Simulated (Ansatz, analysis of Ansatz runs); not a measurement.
## Reproducing a measured migration barrier: interstitial H in hcp Sc, hop from a tetrahedral to the next octahedral site

Subject: interstitial H in hcp Sc, hop from a tetrahedral to the next octahedral site. Wanted: its migration barrier, in one set-up (PBE, 36-site cell, PBE lattice, 420 eV, k: 3x3x3 Gamma-centred, zero-point energy of the moving atom added). The model is a cell of 36 host atoms with 1 H put in. The barrier is the energy of the highest image of a climbing band over the relaxed site that the atom leaves.

**The experiment.** Migration barrier: 0.54 eV, by proton and 45Sc NMR (quoted in “Explainable Machine Learning for Hydrogen Diffusion in Metals and Random Binary Alloys”, 2023, G. M. Lu et al., quoting earlier work (1987)). The runs below try to reproduce this.

Calculated with Ansatz 0.2.0; plane-wave PAW DFT, PBE; relaxation of all atoms of a defect supercell.

**1. Set-up**

The cell holds 37 atoms: 36 Sc and 1 H. Cell: a = 9.962 Å, b = 9.962 Å, c = 10.319 Å, α = 90.0°, β = 90.0°, γ = 120.0°. It derives from Sc (space group P6_3/mmc). Nearest the centre at fractional (0.444, 0.556, 0.438): H37 at 0.00 Å, Sc19 at 1.93 Å, Sc22 at 2.02 Å, Sc6 at 2.02 Å, Sc18 at 2.02 Å, Sc17 at 3.22 Å, Sc7 at 3.84 Å, Sc23 at 3.84 Å.

The host's primitive cell comes from a first run (plane-wave PAW DFT, PBE; relaxation of the host's cell and atoms): vectors of 3.321, 3.321 and 5.159 Å. That is 24.63 Å³ an atom, 1.5 % under the diffraction cell's volume. The supercell is built on it.

**2. Relaxation, charge 0**

A barrier counts from a true minimum, so both ends of the jump are relaxed first.

Contents of start/input.yaml:

```yaml
relax:
  f_tol: 0.02
  max_steps: 80
  escape_saddle: false
crystal:
  lattice:
    - [9.96171604, 0.0, 0.0]
    - [-4.98085802, 8.62709916, 0.0]
    - [0.0, 0.0, 10.31889867]
  atoms:
    - { symbol: Sc, position: [0.111111111, 0.222222222, 0.125] }
    - { symbol: Sc, position: [0.222222222, 0.111111111, 0.375] }
    - { symbol: Sc, position: [0.111111111, 0.222222222, 0.625] }
    - { symbol: Sc, position: [0.222222222, 0.111111111, 0.875] }
    - { symbol: Sc, position: [0.111111111, 0.555555556, 0.125] }
    - { symbol: Sc, position: [0.222222222, 0.444444444, 0.375] }
    - { symbol: Sc, position: [0.111111111, 0.555555556, 0.625] }
    - { symbol: Sc, position: [0.222222222, 0.444444444, 0.875] }
    - { symbol: Sc, position: [0.111111111, 0.888888889, 0.125] }
    - { symbol: Sc, position: [0.222222222, 0.777777778, 0.375] }
    - { symbol: Sc, position: [0.111111111, 0.888888889, 0.625] }
    - { symbol: Sc, position: [0.222222222, 0.777777778, 0.875] }
    - { symbol: Sc, position: [0.444444444, 0.222222222, 0.125] }
    - { symbol: Sc, position: [0.555555556, 0.111111111, 0.375] }
    - { symbol: Sc, position: [0.444444444, 0.222222222, 0.625] }
    - { symbol: Sc, position: [0.555555556, 0.111111111, 0.875] }
    - { symbol: Sc, position: [0.444444444, 0.555555556, 0.125] }
    - { symbol: Sc, position: [0.555555556, 0.444444444, 0.375] }
    - { symbol: Sc, position: [0.444444444, 0.555555556, 0.625] }
    - { symbol: Sc, position: [0.555555556, 0.444444444, 0.875] }
    - { symbol: Sc, position: [0.444444444, 0.888888889, 0.125] }
    - { symbol: Sc, position: [0.555555556, 0.777777778, 0.375] }
    - { symbol: Sc, position: [0.444444444, 0.888888889, 0.625] }
    - { symbol: Sc, position: [0.555555556, 0.777777778, 0.875] }
    - { symbol: Sc, position: [0.777777778, 0.222222222, 0.125] }
    - { symbol: Sc, position: [0.888888889, 0.111111111, 0.375] }
    - { symbol: Sc, position: [0.777777778, 0.222222222, 0.625] }
    - { symbol: Sc, position: [0.888888889, 0.111111111, 0.875] }
    - { symbol: Sc, position: [0.777777778, 0.555555556, 0.125] }
    - { symbol: Sc, position: [0.888888889, 0.444444444, 0.375] }
    - { symbol: Sc, position: [0.777777778, 0.555555556, 0.625] }
    - { symbol: Sc, position: [0.888888889, 0.444444444, 0.875] }
    - { symbol: Sc, position: [0.777777778, 0.888888889, 0.125] }
    - { symbol: Sc, position: [0.888888889, 0.777777778, 0.375] }
    - { symbol: Sc, position: [0.777777778, 0.888888889, 0.625] }
    - { symbol: Sc, position: [0.888888889, 0.777777778, 0.875] }
    - { symbol: H, position: [0.444444001, 0.555555999, 0.4375] }
basis:
  ecutwfc: 420
  xc_grid: 2
hamiltonian:
  xc: pbe
kpoints:
  mp_grid: { grid: [3, 3, 3] }
scf:
  occupations: { method: methfessel_paxton, width: 0.1 }
  max_iter: 120
output:
  forces: true
checkpoint:
  write: "../start.run"
  compress: false
  write_wavefunctions: true
  write_every: 100000
```

Started as:

```console
$ ansatz run input.yaml --threads 4 --pin off --max-ram 14131MiB --backend cpu --events-out ev --progress --plain --runs-dir out
```

Numbers of over 12 decimals in the logs are rounded to 6 here.

The program printed:

```text
[... repeated set-up lines and file paths are left out, and long positions are rounded to six places ...]
Warning: the atoms were moved onto the symmetric positions of the space group found under crystal.symmetry.tolerance 1.0e-5 (fractional; [...]
Engine: ansatz 0.2.0, aarch64-unknown-linux-gnu
Pseudopotentials: kind: paw
Pseudopotential: Sc, paw, valence charge 11, recommended cutoff 420 eV (normal), Sc.paw.azcp
Pseudopotential: H, paw, valence charge 1, recommended cutoff 420 eV (normal), H.paw.azcp
Functional definition: PBE
  parameter kappa = 0.804
  parameter beta = 0.066725
  exchange = pbe_x(kappa = kappa, mu = beta*pi^2/3)
  correlation = pbe_c(beta = beta)
Crystal: 37 atoms, lattice volume = 886.813 Å³
Basis set: ecut = 420 eV, 17327 PW (Γ), exchange–correlation on 144×144×144 points (8 copies of the dense FFT grid, shifted against one another)
Bands: 239, of which v1, the nominal top of the filled ones, is band 199 counted from 1 (198 counted from 0)
Symmetry: 6 space group operations
Space group: P3m1 (ITA 156), of the structure as read, at distance tolerance 9.6e-5 Å
k-points: 7 of 27 (time reversal used)
Non-local potential: Sc, projectors of the file, l = 0: 3, l = 1: 2, l = 2: 3, l = 3: 1
Non-local potential: H, projectors of the file, l = 0: 2, l = 1: 1
PAW form: soft (Blöchl's): semilocal exchange-correlation on the pseudo side does not see the compensation charge
PAW one-centre angular grid: Sc, 590 points (default); XC on 64 Gauss nodes
PAW one-centre angular grid: H, 110 points (default); XC on 64 Gauss nodes
Initial density: superposition of atomic densities (neutral atoms: chi_scale 0, normalization atom), corrected by the library's trained network
Initial wavefunctions: pseudopotential atomic-orbital guess
Functional: x = pbe(κ = 0.804, μ = 0.219515), c = pbe(β = 0.066725)
SCF iter   1: F=—  HF=-76905.944818 eV  |F-HF|=—  |Δ(HF+E_count)|=         —  Δρ=3.84e-3  dr2=6.79e-1  ethr=1.77e-3  ⟨swp⟩=8.6  Hψ=7738  notcnv=0
preconditioner: auto → Kerker (q_TF=auto, 2.386 Å⁻¹)  [metal: Δε(μ)=0.001 eV  Ē_g=2.150 eV  σ=0.100 eV  W_gap=0.01  n_scr=210 (ndim 8)  ℏωp=13.0 eV  f_vac=0.000  D(μ)=67.40/eV (n_scr^D=762)]
SCF iter   2: F=—  HF=-76905.916008 eV  |F-HF|=—  |Δ(HF+E_count)|=   2.88e-2  S|Δr|=    0.00e0  Δρ=1.68e-3  dr2=8.34e-2  ethr=1.71e-4  ⟨swp⟩=1.7  Hψ=1967  notcnv=0  defer=1
SCF iter   3: F=—  HF=-76905.913253 eV  |F-HF|=—  |Δ(HF+E_count)|=   2.75e-3  S|Δr|=    0.00e0  Δρ=5.74e-4  dr2=4.17e-3  ethr=2.10e-5  ⟨swp⟩=2.4  Hψ=1847  notcnv=0  defer=1
SCF iter   4: F=—  HF=-76905.912423 eV  |F-HF|=—  |Δ(HF+E_count)|=   8.30e-4  S|Δr|=    0.00e0  Δρ=1.25e-4  dr2=3.11e-4  ethr=1.05e-6  ⟨swp⟩=2.6  Hψ=2098  notcnv=0  defer=1
SCF iter   5: F=—  HF=-76905.912402 eV  |F-HF|=—  |Δ(HF+E_count)|=   2.04e-5  S|Δr|=    0.00e0  Δρ=4.19e-5  dr2=3.19e-5  ethr=7.84e-8  ⟨swp⟩=2.3  Hψ=1991  notcnv=0  defer=1
SCF iter   6: F=-76905.912400 eV  HF=-76905.912401 eV  |F-HF|=6.84e-7  |Δ(HF+E_count)|=   1.30e-6  S|Δr|=    0.00e0  Δρ=1.09e-5  dr2=1.53e-6  ethr=2.52e-9  ⟨swp⟩=4.6  Hψ=4631  notcnv=0
SCF 1 converged in 6 iterations: F = -76905.912400 eV  dr2 = 1.53e-6
  greatest PAW one-centre occupation: 0.998 electrons in one spin orbital (limit 2), on the Sc atom at site 33 (counted from 0), in its partial waves of l = 0
relax step   1: F+E_penalty+E_count = -76905.91240045 eV  Δ(F+E_penalty+E_count) = +0.000e0 eV  max|allowed force component| = 5.369e-1 eV/Å  Δτ_max = 0.0000 Å  (6 SCF iters, dr2 threshold 1.00e-5 eV, accepted)
[... the SCF cycles and remarks between the steps are left out from here to the last step ...]
relax step   2: F+E_penalty+E_count = -76905.96284840 eV  Δ(F+E_penalty+E_count) = -5.045e-2 eV  max|allowed force component| = 2.996e-1 eV/Å  Δτ_max = 0.1682 Å  (6 SCF iters, dr2 threshold 1.80e-5 eV, accepted)
relax step   3: F+E_penalty+E_count = -76905.97344937 eV  Δ(F+E_penalty+E_count) = -1.060e-2 eV  max|allowed force component| = 1.915e-2 eV/Å  Δτ_max = 0.0565 Å  (5 SCF iters, dr2 threshold 5.61e-6 eV, accepted)
iter 1 solved again at ethr=4.19e-10 eV; its pass at ethr=3.10e-3 eV (dr2=1.66e-6 eV) is discarded
SCF iter   1: F=—  HF=-76905.974183 eV  |F-HF|=—  |Δ(HF+E_count)|=         —  Δρ=1.09e-5  dr2=1.66e-6  ethr=4.19e-10  ⟨swp⟩=1.6  Hψ=4658  notcnv=0  defer=11
SCF iter   2: F=—  HF=-76905.973450 eV  |F-HF|=—  |Δ(HF+E_count)|=   7.33e-4  S|Δr|=    0.00e0  Δρ=6.94e-6  dr2=6.43e-7  ethr=4.19e-10  ⟨swp⟩=2.1  Hψ=2930  notcnv=0  defer=11
SCF iter   3: F=-76905.973450 eV  HF=-76905.973450 eV  |F-HF|=2.44e-8  |Δ(HF+E_count)|=   6.81e-8  S|Δr|=    0.00e0  Δρ=1.97e-6  dr2=5.71e-8  ethr=2.52e-11  ⟨swp⟩=3.0  Hψ=5091  notcnv=0
SCF 4 converged in 3 iterations: F = -76905.973450 eV  dr2 = 5.71e-8
relax step   4: F+E_penalty+E_count = -76905.97344987 eV  Δ(F+E_penalty+E_count) = -5.009e-7 eV  max|allowed force component| = 1.907e-2 eV/Å  Δτ_max = 0.0000 Å  (3 SCF iters, accepted)
NSCF: frozen V_eff on 7 k-points
the band table was solved once a step of the walk had ended and its energy, with any forces and stress, was formed, with the checks that follow a solve (6320 applications of the Hamiltonian). They found nothing against the state; [...]
SCF converged after 3 iterations
Stability not checked: this state was not tested for a lower state beside it, because cold or Methfessel-Paxton smearing, or corrected tetrahedra, fill the levels in a way that the test cannot read (fill_not_monotonic; see scf.lower_state_search)
Free energy (F): -76905.973450 eV
Harris-Foulkes:  -76905.973450 eV  (|F-HF|=2.44e-8)
Internal energy: -76905.981904 eV  (E = F + TS)
E sigma→0 (E₀):  -76905.975563 eV
Entropy (-TS):   0.008454 eV (0.228 meV/atom)
Fermi energy:    9.269817 eV
--- Per-component energies (eV) ---
  E_band       = -6066.334517
  E_kinetic    = 9387.194893
  E_local      = -30349.626064  (includes V_loc(G=0)·N_el)
  E_nonlocal   = 2996.167662
  E_hartree    = 10363.034320
  E_xc         = -3756.000192
  E_vxc        = -4649.042861  (∫ρ·V_xc dr)
  E_paw        = -34397.229670  (= ΣΔE_a)
  E_vpaw       = -4177.095900  (= ΣTr[D̂ρ^β])
  E_aug_tail   = -0.000919  (compensation charges beyond the density's cutoff)
  E_ewald      = -31149.521933
  E_smearing   = 0.008454  (= −TS)
  E_closure    = -0.000000  (closes the sum)
  Σ components = -76905.973450   (vs F -76905.973450, Δ=0.00e0)
--- Forces (eV/Å), atoms counted from 1 ---
  atom   1  Sc    -0.00062335    -0.00017470     0.00209087
  atom   2  Sc     0.00000000     0.00005089    -0.00053994
  atom   3  Sc     0.00025487     0.00066224    -0.00164225
  atom   4  Sc     0.00000000     0.00177627    -0.00068828
  atom   5  Sc    -0.00046297    -0.00045248     0.00209087
  atom   6  Sc     0.01153855     0.00666178     0.00931236
  atom   7  Sc     0.00070095    -0.00011039    -0.00164225
  atom   8  Sc     0.00052493     0.00030307    -0.00521403
  atom   9  Sc     0.00000000     0.00000000    -0.00360060
  atom  10  Sc     0.00004407    -0.00002544    -0.00053994
  atom  11  Sc     0.00000000     0.00000000     0.00753464
  atom  12  Sc     0.00153830    -0.00088814    -0.00068828
  atom  13  Sc     0.00062335    -0.00017470     0.00209087
  atom  14  Sc    -0.00091845    -0.00053027    -0.00194308
  atom  15  Sc    -0.00025487     0.00066224    -0.00164225
  atom  16  Sc    -0.00107437    -0.00062029     0.00196736
  atom  17  Sc     0.00000000     0.00000000     0.01901531
  atom  18  Sc    -0.01153855     0.00666178     0.00931236
  atom  19  Sc     0.00000000     0.00000000    -0.01551315
  atom  20  Sc    -0.00052493     0.00030307    -0.00521403
  atom  21  Sc     0.00016038     0.00062718     0.00209087
  atom  22  Sc     0.00000000    -0.01332357     0.00931236
  atom  23  Sc     0.00044608    -0.00055185    -0.00164225
  atom  24  Sc     0.00000000    -0.00060613    -0.00521403
  atom  25  Sc     0.00000000     0.00000000    -0.00168638
  atom  26  Sc     0.00091845    -0.00053027    -0.00194308
  atom  27  Sc     0.00000000     0.00000000     0.00193518
  atom  28  Sc     0.00107437    -0.00062029     0.00196736
  atom  29  Sc     0.00046297    -0.00045248     0.00209087
  atom  30  Sc     0.00000000     0.00106053    -0.00194308
  atom  31  Sc    -0.00070095    -0.00011039    -0.00164225
  atom  32  Sc     0.00000000     0.00124057     0.00196736
  atom  33  Sc    -0.00016038     0.00062718     0.00209087
  atom  34  Sc    -0.00004407    -0.00002544    -0.00053994
  atom  35  Sc    -0.00044608    -0.00055185    -0.00164225
  atom  36  Sc    -0.00153830    -0.00088814    -0.00068828
  atom  37  H      0.00000000     0.00000000    -0.01906538
  max |Σ_I F_I| component: 5.48e-6 eV/Å
--- Band table (eV; the first three rows and the last of 7) ---
  k-point 0: bands = ["-40.1433", "-40.1225", "-40.1108", "-40.1047", [... 231 left out ...] "10.7259", "10.7259", "10.7408", "10.7659"]
  k-point 1: bands = ["-40.1402", "-40.1257", "-40.1150", "-40.1039", [... 231 left out ...] "10.6892", "10.6892", "10.7009", "10.7032"]
  [... further k-points left out ...]
--- Relaxed structure (4 steps of the walk, 4 accepted, 0 SCFs on fresh bases) ---
  F+E_penalty+E_count = -76905.97344987 eV   max|allowed force component| = 1.907e-2 eV/Å
  atoms:
    - { symbol: Sc, position: [0.111437, 0.222645, 0.126143] }
    - { symbol: Sc, position: [0.221498, 0.109663, 0.375431] }
    - { symbol: Sc, position: [0.110522, 0.221566, 0.625230] }
    - { symbol: Sc, position: [0.222441, 0.111548, 0.876091] }
    - { symbol: Sc, position: [0.111437, 0.555459, 0.126143] }
    - { symbol: Sc, position: [0.221857, 0.444262, 0.375847] }
    - { symbol: Sc, position: [0.110522, 0.555622, 0.625230] }
    - { symbol: Sc, position: [0.220804, 0.443735, 0.874140] }
    - { symbol: Sc, position: [0.111111, 0.888889, 0.124944] }
    - { symbol: Sc, position: [0.221498, 0.778502, 0.375431] }
    - { symbol: Sc, position: [0.111111, 0.888889, 0.626240] }
    - { symbol: Sc, position: [0.222441, 0.777559, 0.876091] }
    - { symbol: Sc, position: [0.444541, 0.222645, 0.126143] }
    - { symbol: Sc, position: [0.555326, 0.110996, 0.375497] }
    - { symbol: Sc, position: [0.444378, 0.221566, 0.625230] }
    - { symbol: Sc, position: [0.555389, 0.111028, 0.875968] }
    - { symbol: Sc, position: [0.444444, 0.555556, 0.114183] }
    - { symbol: Sc, position: [0.555738, 0.444262, 0.375847] }
    - { symbol: Sc, position: [0.444444, 0.555556, 0.625988] }
    - { symbol: Sc, position: [0.556265, 0.443735, 0.874140] }
    - { symbol: Sc, position: [0.444541, 0.888563, 0.126143] }
    - { symbol: Sc, position: [0.555738, 0.778143, 0.375847] }
    - { symbol: Sc, position: [0.444378, 0.889478, 0.625230] }
    - { symbol: Sc, position: [0.556265, 0.779196, 0.874140] }
    - { symbol: Sc, position: [0.777778, 0.222222, 0.126359] }
    - { symbol: Sc, position: [0.889004, 0.110996, 0.375497] }
    - { symbol: Sc, position: [0.777778, 0.222222, 0.625537] }
    - { symbol: Sc, position: [0.888972, 0.111028, 0.875968] }
    - { symbol: Sc, position: [0.777355, 0.555459, 0.126143] }
    - { symbol: Sc, position: [0.889004, 0.444674, 0.375497] }
    - { symbol: Sc, position: [0.778434, 0.555622, 0.625230] }
    - { symbol: Sc, position: [0.888972, 0.444611, 0.875968] }
    - { symbol: Sc, position: [0.777355, 0.888563, 0.126143] }
    - { symbol: Sc, position: [0.890337, 0.778502, 0.375431] }
    - { symbol: Sc, position: [0.778434, 0.889478, 0.625230] }
    - { symbol: Sc, position: [0.888452, 0.777559, 0.876091] }
    - { symbol: H, position: [0.444444, 0.555556, 0.427089] }
```

Elapsed: 2.6 min, on 4 threads of Arm Neoverse V2, shared host; peak memory 4.7 GiB; 10 min of CPU time.

The steps of the relaxation:

```csv
step,energy less that of the first step (eV),largest force component (eV/Å)
1,0.0000,0.5369
2,-0.0504,0.2996
3,-0.0610,0.0192
4,-0.0611,0.0191
```

Forces are held to the 6 operations that the run works with; a distortion that breaks them can't arise in this run.

The atoms that moved most (Å):

```csv
atom,dx,dy,dz,length
Sc17,0.000,0.000,-0.112,0.112
H37,0.000,0.000,-0.107,0.107
Sc8,-0.011,-0.006,-0.009,0.015
Sc24,0.000,0.012,-0.009,0.015
Sc20,0.011,-0.006,-0.009,0.015
Sc25,0.000,0.000,0.014,0.014
Sc10,-0.011,0.006,0.004,0.013
Sc34,0.011,0.006,0.004,0.013
```

Neighbours of H37 at the end:

```csv
atom,distance (Å)
Sc22,1.992
Sc18,1.992
Sc6,1.992
Sc19,2.052
Sc17,3.229
Sc2,3.884
Sc34,3.884
Sc10,3.884
Sc35,3.905
Sc31,3.905
Sc15,3.905
Sc23,3.905
Sc3,3.905
Sc7,3.905
```

Read from the output:

* free energy: -76905.9734 eV
* smearing term TS: -0.008454 eV

The other runs of this kind differ in structure, charge or spin alone:

```csv
run,outcome,energy less the first (eV),moment (μB),time
"relaxation, charge 0",converged,0.0000,0.00,2.6 min
"relaxation, charge 0",converged,0.1768,0.00,77 s
```

The relaxation ends 1.7 meV an atom lower, with a largest force component of 0.019 eV/Å.

(Part 1 of 3 ends here.)

[Logs are printed without paths, hosts, clocks, repeated set-up lines and the standing remarks that a program may print on its own settings, such as how far it seeks lower states.]

[Hosts, paths, dates, database ids (printed as entryN), source tags and the programs' standing remarks are cut or masked in the printed files.]

[For some hosts the program warned that the k-mesh of the response run may be too coarse for force constants and the static dielectric constant; such warnings are not shown here.]
